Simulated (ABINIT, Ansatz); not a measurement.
## NaLiICl (P4/mmm): G0W0 on several meshes in ABINIT

Wanted: mesh dependence and cost of G0W0 for NaLiICl (P4/mmm).

Calculated with ABINIT 10.8.3; LDA and many-body steps on it, plane waves.

## 1. The starting structure

Symmetry: P4/mmm, No. 123, tetragonal system. Conventional cell: a = 4.092 Å, b = 4.092 Å, c = 6.215 Å, α = 90.00°, β = 90.00°, γ = 90.00°. Nearest to Na lie 4 Cl at 2.89 Å and 2 I at 3.11 Å. Nearest to Li lie 4 I at 2.89 Å. Nearest to I lie 4 Li at 2.89 Å and 2 Na at 3.11 Å. Cl has 4 Na at 2.89 Å nearest. Farther neighbours and most contacts between anions are not listed.

The cell and positions are those that the Materials Project relaxed with its own functionals (PBE, PBE+U or r2SCAN), kept fixed. Spin-orbit coupling is left out unless a step names it.

## 2. Empty states on the mesh, 2×2×2 mesh, 200 bands

This step: ABINIT 10.8.3; DFT, LDA, plane waves, norm-conserving pseudopotentials.

The sums over transitions need many empty states on a uniform mesh; this step solves for them.

run.abi reads:

```
acell 3*1.0 Angstrom
rprim 
  4.091636000000 0.000000000000 0.000000000000
  0.000000000000 4.091636000000 0.000000000000
  0.000000000000 0.000000000000 6.215344000000
ntypat 4
znucl 11 3 53 17
natom 4
typat 1 2 3 4
xred 
  0.500000000000 0.500000000000 0.500000000000
  0.000000000000 0.000000000000 0.000000000000
  0.500000000000 0.500000000000 0.000000000000
  0.000000000000 0.000000000000 0.500000000000
pp_dirpath "pseudos"
pseudos "Na.upf, Li.upf, I.upf, Cl.upf"
ecut 38
ngkpt 2 2 2
nshiftk 1
shiftk 0 0 0
kptopt 1
chksymbreak 0
iscf -2
irdden 1
istwfk *1
nband 200
nbdbuf 18
tolwfr 1e-09
nstep 60
prtvol 0
indata_prefix "in"
outdata_prefix "out"
tmpdata_prefix "tmp"
```

On the command line:

```
$ OMP_NUM_THREADS=1 mpirun -n 4 abinit run.abi > log
```

Numbers of over 12 decimals in the logs are rounded to 6 here.

The program printed:

```text
.Version 10.8.3 of ABINIT. v10.8.2 released Aug 2026.

 Symmetries : space group P4/m m m (#123); Bravais tP (primitive tetrag.)
[... echo of the input left out ...]
== DATASET  1 ==================================================================
-   mpi_nproc: 4, omp_nthreads: 1 (-1 if OMP is not activated)

--- !DatasetInfo
iteration_state: {dtset: 1, }
dimensions: {natom: 4, nkpt: 6, mband: 200, nsppol: 1, nspinor: 1, nspden: 1, mpw: 7872, }
cutoff_energies: {ecut:  38.0, pawecutdg:  -1.0, }
[...]
2.82530    2.82666    2.82666    2.83284    2.84964    2.88069    2.90061    2.90062
   2.94127    2.94206    2.95806    2.95872    2.96598    2.97173    2.97694    2.98685
 prteigrs : prtvol=0 or 1, do not print more k-points.

== END DATASET(S) ==============================================================
================================================================================

 -outvars: echo values of variables after computation  --------
            nband         200
             nkpt           6
          spgroup         123
 [... the other variables as echoed above ...]

 Calculation completed.
```

It took 3.4 min on 4 MPI ranks of Arm Neoverse N1, shared host; peak memory 0.51 GiB; 14 min of CPU time.

Numbers from this step:

```yaml
gap: 3.850 eV
k_of_the_valence_top: 0.5, 0, 0.5
k_of_the_conduction_bottom: 0, 0, 0
least_direct_gap: 4.142 eV
k_points_computed: 6
lowest_point_of_the_top_converged_band_above_the_valence_top: 74.6441 eV
```

On this mesh the gap is 3.850 eV.

The density comes from a self-consistent run that is not shown.

## 3. Screening, 2×2×2 mesh, 81 bands, screening to 114.3 eV

The RPA dielectric matrix is built and inverted for each q.

This step: RPA screening on LDA, plane waves, norm-conserving pseudopotentials.

run.abi, as its differences from that of step 2:

```diff
@@ -22,10 +22,11 @@
 chksymbreak 0
-iscf -2
-irdden 1
 istwfk *1
-nband 200
-nbdbuf 18
-tolwfr 1e-09
-nstep 60
-prtvol 0
+occopt 1
+irdwfk 1
+optdriver 3
+nband 81
+ecuteps 4.2
+inclvkb 2
+awtr 1
+symchi 1
 indata_prefix "in"
```

The program printed:

```text
.Version 10.8.3 of ABINIT. v10.8.2 released Aug 2026.

 Symmetries : space group P4/m m m (#123); Bravais tP (primitive tetrag.)
[... echo of the input left out ...]
== DATASET  1 ==================================================================
-   mpi_nproc: 4, omp_nthreads: 1 (-1 if OMP is not activated)

--- !DatasetInfo
iteration_state: {dtset: 1, }
dimensions: {natom: 4, nkpt: 6, mband: 81, nsppol: 1, nspinor: 1, nspden: 1, mpw: 7872, }
cutoff_energies: {ecut:  38.0, pawecutdg:  -1.0, }
electrons: {nelect:   2.60000000E+01, charge:   0.00000000E+00, occopt:   1.00000000E+00, tsmear:   1.00000000E-02, }

 SCREENING: Calculation of the susceptibility and dielectric matrices

 Based on a program developped by R.W. Godby, V. Olevano, G. Onida, and L. Reining.
 Incorporated in ABINIT by V. Olevano, G.-M. Rignanese, and M. Torrent.
.Using double precision arithmetic ; gwpc =  8

[... cell and pseudopotentials left out ...]
--------------------------------------------------------------------------------

 ==== K-mesh for the wavefunctions ====
 Number of points in the irreducible wedge :     6
[... list of points left out ...]
 Together with 16 symmetry operations and time-reversal symmetry
 yields     8 points in the full Brillouin Zone.

 ==== Q-mesh for the screening function ====
 Number of points in the irreducible wedge :     6
[... list of points left out ...]
 Together with 16 symmetry operations and time-reversal symmetry
 yields     8 points in the full Brillouin Zone.

 setmesh: FFT mesh size selected  =    30x   30x   45
          total number of points  =        40500

 vcoul_init : cutoff-mode = AUXILIARY_FUNCTION
 q-points for optical limit:   1
     1)      0.000010    0.000020    0.000030

- screening: taking advantage of time-reversal symmetry
- Maximum band index for partially occupied states nbvw = 13
- Remaining bands to be divided among processors   nbcw = 68
- Number of bands treated by each node ~17

 Number of electrons calculated from density =   26.0000; Expected =   26.0000
 average of density, n =  0.037027
 r_s =    1.8612
 omega_plasma =   18.5616 [eV]

 calculating chi0 at frequencies [eV] :
  1    0.000000E+00    0.000000E+00
  2    0.000000E+00    1.856156E+01

--------------------------------------------------------------------------------
  q-point number  1        q = ( 0.000000, 0.000000, 0.000000) [r.l.u.]
--------------------------------------------------------------------------------
[... chi0 elements left out ...]
 For q-point:  0.000010 0.000020 0.000030
  dielectric constant =   3.8949
  dielectric constant without local fields =   4.6211

  Average fulfillment of the sum rule on Im[epsilon] for q-point    1 :     55.13  [%]
[... wings left out ...]
  q-point number  2        q = ( 0.500000, 0.000000, 0.000000) [r.l.u.]
--------------------------------------------------------------------------------
[... chi0 elements left out ...]
  Average fulfillment of the sum rule on Im[epsilon] for q-point    2 :     59.66  [%]

 [... 4 further q-points ...]
```

Elapsed: 24 s, on 4 MPI ranks; peak memory 0.98 GiB; 96 s of CPU time.

Numbers from this step:

| Quantity | Value |
| --- | --- |
| ε∞ with local fields, on this mesh, along the program's q direction | 3.895 |
| the same without local fields | 4.621 |
| plasma frequency | 18.56 eV |
| plane waves in the screening matrix | 287 |

Local fields lower ε∞ by 16 %. On a Γ-centred mesh this coarse the value itself is usually too large, while a short band sum pulls it down.

## 4. 2×2×2

The self-energy is evaluated for the states that the input lists, and the levels follow from it, in one-shot runs by the linearised quasiparticle equation.

This step: G0W0 on LDA, plane waves, norm-conserving pseudopotentials.

run.abi, as its differences from that of step 3:

```diff
@@ -25,8 +25,17 @@
 irdwfk 1
-optdriver 3
+optdriver 4
 nband 81
+gwcalctyp 0
+ecutsigx 38
+symsigma 1
+nkptgw 2
+kptgw 
+  0.5000000000 0.0000000000 0.5000000000
+  0.0000000000 0.0000000000 0.0000000000
+bdgw 
+  12 15
+  12 15
 ecuteps 4.2
-inclvkb 2
-awtr 1
-symchi 1
+irdscr 1
+ppmodel 1
 indata_prefix "in"
```

The program printed:

```text
.Version 10.8.3 of ABINIT. v10.8.2 released Aug 2026.

 Symmetries : space group P4/m m m (#123); Bravais tP (primitive tetrag.)
[... echo of the input left out ...]
== DATASET  1 ==================================================================
-   mpi_nproc: 4, omp_nthreads: 1 (-1 if OMP is not activated)

--- !DatasetInfo
iteration_state: {dtset: 1, }
dimensions: {natom: 4, nkpt: 6, mband: 81, nsppol: 1, nspinor: 1, nspden: 1, mpw: 7872, }
cutoff_energies: {ecut:  38.0, pawecutdg:  -1.0, }
electrons: {nelect:   2.60000000E+01, charge:   0.00000000E+00, occopt:   1.00000000E+00, tsmear:   1.00000000E-02, }

 SIGMA: Calculation of the GW corrections

 Based on a program developped by R.W. Godby, V. Olevano, G. Onida, and L. Reining.
 Incorporated in ABINIT by V. Olevano, G.-M. Rignanese, and M. Torrent.
.Using double precision arithmetic ; gwpc =  8

[... cell and pseudopotentials left out ...]
--------------------------------------------------------------------------------

 ==== K-mesh for the wavefunctions ====
 Number of points in the irreducible wedge :     6
[... list of points left out ...]
 Together with 16 symmetry operations and time-reversal symmetry
 yields     8 points in the full Brillouin Zone.

 ==== Q-mesh for screening function ====
 Number of points in the irreducible wedge :     6
[... list of points left out ...]
 Together with 16 symmetry operations and time-reversal symmetry
 yields     8 points in the full Brillouin Zone.

 vcoul_init : cutoff-mode = AUXILIARY_FUNCTION
 q-points for optical limit:   1
     1)      0.000010    0.000020    0.000030
 setmesh: FFT mesh size selected  =    45x   45x   72
          total number of points  =       145800

 Number of electrons calculated from density =   26.0000; Expected =   26.0000
 average of density, n =  0.037027
 r_s =    1.8612
 omega_plasma =   18.5616 [eV]

 === KS Band Gaps ===
  >>>> For spin  1
   Minimum direct gap =   4.1418 [eV], located at k-point      :   0.0000  0.0000  0.0000
   Fundamental gap    =   3.8495 [eV], Top of valence bands at :   0.5000  0.0000  0.5000
                                       Bottom of conduction at :   0.0000  0.0000  0.0000
 SIGMA fundamental parameters:
 PLASMON POLE MODEL  1
 number of plane-waves for SigmaX                 7837
 number of plane-waves for SigmaC and W            287
 number of plane-waves for wavefunctions          7837
 number of bands                                    81
 number of independent spin polarizations            1
 number of spinorial components                      1
 number of k-points in IBZ                           6
 number of q-points in IBZ                           6
 number of symmetry operations                      16
 number of k-points in BZ                            8
 number of q-points in BZ                            8
 number of frequencies for dSigma/dE                 9
 frequency step for dSigma/dE [eV]                0.25
 number of omega for Sigma on real axis              0
 max omega for Sigma on real axis  [eV]           0.00
 zcut for avoiding poles [eV]                     0.10

 EPSILON^-1 parameters (SCR file):
 dimension of the eps^-1 matrix on file            287
 dimension of the eps^-1 matrix used               287
 number of plane-waves for wavefunctions          7837
 number of bands                                    81
 number of q-points in IBZ                           6
 number of frequencies                               2
 number of real frequencies                          1
 number of imag frequencies                          1

 matrix elements of self-energy operator (all in [eV])

 Perturbative Calculation

--- !SelfEnergy_ee
iteration_state: {dtset: 1, }
kpoint     : [   0.500,    0.000,    0.500, ]
spin       : 1
KS_gap     :    4.587
QP_gap     :    6.577
Delta_QP_KS:    1.990
data: !SigmaeeData |
     Band     E0 <VxcDFT>   SigX SigC(E0)      Z dSigC/dE  Sig(E)    E-E0       E
       12  -0.494 -12.026 -15.122   1.980   0.805  -0.243 -12.924  -0.898  -1.392
       13   0.075 -11.444 -14.328   1.818   0.812  -0.231 -12.310  -0.867  -0.791
       14   4.662  -7.441  -3.202  -2.903   0.841  -0.189  -6.317   1.123   5.786
       15   5.396  -7.746  -3.089  -3.062   0.837  -0.194  -6.411   1.335   6.731

--- !SelfEnergy_ee
iteration_state: {dtset: 1, }
kpoint     : [   0.000,    0.000,    0.000, ]
spin       : 1
KS_gap     :    4.142
QP_gap     :    6.331
Delta_QP_KS:    2.189
data: !SigmaeeData |
     Band     E0 <VxcDFT>   SigX SigC(E0)      Z dSigC/dE  Sig(E)    E-E0       E
       12  -0.217 -11.873 -14.955   1.956   0.808  -0.238 -12.783  -0.910  -1.127
       13  -0.217 -11.873 -14.955   1.956   0.808  -0.238 -12.783  -0.910  -1.127
       14   3.925  -8.236  -3.756  -2.959   0.841  -0.188  -6.957   1.279   5.204
       15   5.327  -8.452  -3.776  -3.024   0.836  -0.196  -7.070   1.382   6.709

== END DATASET(S) ==============================================================
================================================================================

 -outvars: echo values of variables after computation  --------
           etotal      0.0000000000E+00
            nband          81
             nkpt           6
          spgroup         123
 [... the other variables as echoed above ...]

 Calculation completed.
```

The job ended after 15 s (4 MPI ranks; peak memory 0.87 GiB; 59 s of CPU time).

This step gave:

* G0W0 gap on the points computed: 5.995 eV
* starting gap on the mesh: 3.850 eV
* k of the valence top: 0.5, 0, 0.5
* k of the conduction bottom: 0, 0, 0
* Z at the valence top: 0.812
* Z at the conduction bottom: 0.841
* least direct G0W0 gap on the computed points: 6.331 eV

The gap on the mesh goes from 3.85 eV to 6.00 eV, a correction of +2.15 eV.

## 5. Empty states on the mesh, 2×2×1 mesh, 89 bands

This step: DFT, LDA, plane waves, norm-conserving pseudopotentials.

run.abi, as its differences from that of step 4:

```diff
@@ -17,3 +17,3 @@
 ecut 38
-ngkpt 2 2 2
+ngkpt 2 2 1
 nshiftk 1
@@ -22,20 +22,10 @@
 chksymbreak 0
+iscf -2
+irdden 1
 istwfk *1
-occopt 1
-irdwfk 1
-optdriver 4
-nband 81
-gwcalctyp 0
-ecutsigx 38
-symsigma 1
-nkptgw 2
-kptgw 
-  0.5000000000 0.0000000000 0.5000000000
-  0.0000000000 0.0000000000 0.0000000000
-bdgw 
-  12 15
-  12 15
-ecuteps 4.2
-irdscr 1
-ppmodel 1
+nband 89
+nbdbuf 8
+tolwfr 1e-09
+nstep 60
+prtvol 0
 indata_prefix "in"
```

The program printed:

```text
.Version 10.8.3 of ABINIT. v10.8.2 released Aug 2026.

 Symmetries : space group P4/m m m (#123); Bravais tP (primitive tetrag.)
[... echo of the input left out ...]
== DATASET  1 ==================================================================
-   mpi_nproc: 4, omp_nthreads: 1 (-1 if OMP is not activated)
-    --> not optimal distribution: autoparal keyword recommended in input file <--

--- !DatasetInfo
iteration_state: {dtset: 1, }
dimensions: {natom: 4, nkpt: 3, mband: 89, nsppol: 1, nspinor: 1, nspden: 1, mpw: 7872, }
cutoff_energies: {ecut:  38.0, pawecutdg:  -1.0, }
[...]
1.39038    1.39922    1.39922    1.43760    1.43760    1.47795    1.50024    1.50030
   1.50090    1.50090    1.51137    1.51137    1.52125    1.56215    1.56770    1.57982
   1.57983
 prteigrs : prtvol=0 or 1, do not print more k-points.

== END DATASET(S) ==============================================================
================================================================================

 -outvars: echo values of variables after computation  --------
            nband          89
             nkpt           3
          spgroup         123
 [... the other variables as echoed above ...]

 Calculation completed.
```

The job ended after 33 s (4 MPI ranks; peak memory 0.35 GiB; 2.2 min of CPU time).

Numbers from this step:

| Property | Result |
| --- | --- |
| gap | 3.854 eV |
| k of the valence top | 0.5, 0, 0 |
| k of the conduction bottom | 0, 0, 0 |
| least direct gap | 4.142 eV |
| k points computed | 3 |
| lowest point of the top converged band, above the valence top | 39.00 eV |

On this mesh the gap is 3.854 eV.

## 6. Screening, 2×2×1 mesh, 81 bands, screening to 114.3 eV

This step: RPA screening on LDA, plane waves, norm-conserving pseudopotentials.

run.abi, as its differences from that of step 5:

```diff
@@ -22,10 +22,11 @@
 chksymbreak 0
-iscf -2
-irdden 1
 istwfk *1
-nband 89
-nbdbuf 8
-tolwfr 1e-09
-nstep 60
-prtvol 0
+occopt 1
+irdwfk 1
+optdriver 3
+nband 81
+ecuteps 4.2
+inclvkb 2
+awtr 1
+symchi 1
 indata_prefix "in"
```

The program printed:

```text
.Version 10.8.3 of ABINIT. v10.8.2 released Aug 2026.

 Symmetries : space group P4/m m m (#123); Bravais tP (primitive tetrag.)
[... echo of the input left out ...]
== DATASET  1 ==================================================================
-   mpi_nproc: 4, omp_nthreads: 1 (-1 if OMP is not activated)

--- !DatasetInfo
iteration_state: {dtset: 1, }
dimensions: {natom: 4, nkpt: 3, mband: 81, nsppol: 1, nspinor: 1, nspden: 1, mpw: 7872, }
cutoff_energies: {ecut:  38.0, pawecutdg:  -1.0, }
electrons: {nelect:   2.60000000E+01, charge:   0.00000000E+00, occopt:   1.00000000E+00, tsmear:   1.00000000E-02, }

 SCREENING: Calculation of the susceptibility and dielectric matrices

 Based on a program developped by R.W. Godby, V. Olevano, G. Onida, and L. Reining.
 Incorporated in ABINIT by V. Olevano, G.-M. Rignanese, and M. Torrent.
.Using double precision arithmetic ; gwpc =  8

[... cell and pseudopotentials left out ...]
--------------------------------------------------------------------------------

 ==== K-mesh for the wavefunctions ====
 Number of points in the irreducible wedge :     3
[... list of points left out ...]
 Together with 16 symmetry operations and time-reversal symmetry
 yields     4 points in the full Brillouin Zone.

 ==== Q-mesh for the screening function ====
 Number of points in the irreducible wedge :     3
[... list of points left out ...]
 Together with 16 symmetry operations and time-reversal symmetry
 yields     4 points in the full Brillouin Zone.

 setmesh: FFT mesh size selected  =    30x   30x   45
          total number of points  =        40500

 vcoul_init : cutoff-mode = AUXILIARY_FUNCTION
 q-points for optical limit:   1
     1)      0.000010    0.000020    0.000030

- screening: taking advantage of time-reversal symmetry
- Maximum band index for partially occupied states nbvw = 13
- Remaining bands to be divided among processors   nbcw = 68
- Number of bands treated by each node ~17

 Number of electrons calculated from density =   26.0000; Expected =   26.0000
 average of density, n =  0.037027
 r_s =    1.8612
 omega_plasma =   18.5616 [eV]

 calculating chi0 at frequencies [eV] :
  1    0.000000E+00    0.000000E+00
  2    0.000000E+00    1.856156E+01

--------------------------------------------------------------------------------
  q-point number  1        q = ( 0.000000, 0.000000, 0.000000) [r.l.u.]
--------------------------------------------------------------------------------
[... chi0 elements left out ...]
 For q-point:  0.000010 0.000020 0.000030
  dielectric constant =   4.1245
  dielectric constant without local fields =   4.8607

  Average fulfillment of the sum rule on Im[epsilon] for q-point    1 :     55.16  [%]
[... wings left out ...]
  q-point number  2        q = ( 0.500000, 0.000000, 0.000000) [r.l.u.]
--------------------------------------------------------------------------------
[... chi0 elements left out ...]
  Average fulfillment of the sum rule on Im[epsilon] for q-point    2 :     59.70  [%]

 [... 1 further q-points ...]
```

The job ended after 12 s (4 MPI ranks; peak memory 0.7 GiB).

This step gave:

| Item | Value |
| --- | --- |
| ε∞ with local fields, on this mesh, along the program's q direction | 4.125 |
| the same without local fields | 4.861 |
| plasma frequency | 18.56 eV |
| plane waves in the screening matrix | 287 |

(Continued in part 2 of 2.)

[Paths, hosts, dates, memory and timing lines, banners, echoed tables and standing remarks are left out of the program output.]

[Logs are printed without paths, hosts, clocks, repeated set-up lines and the standing remarks that a program may print on its own settings, such as how far it seeks lower states.]

[Runs of the session that timed out or met a known fault of the program may be left out.]

[Hosts, paths, dates, database ids (printed as entryN), source tags and the programs' standing remarks are cut or masked in the printed files.]

[G0W0 gaps are taken among the corrected bands and points alone; a level outside them can change the order at an edge.]

[Where Ansatz stands beside ABINIT at settings called matched, ABINIT's density can come from a denser mesh and the files from another edition; pairs whose starting gaps differed by over 0.03 eV were left out, so agreement reads better than it is.]
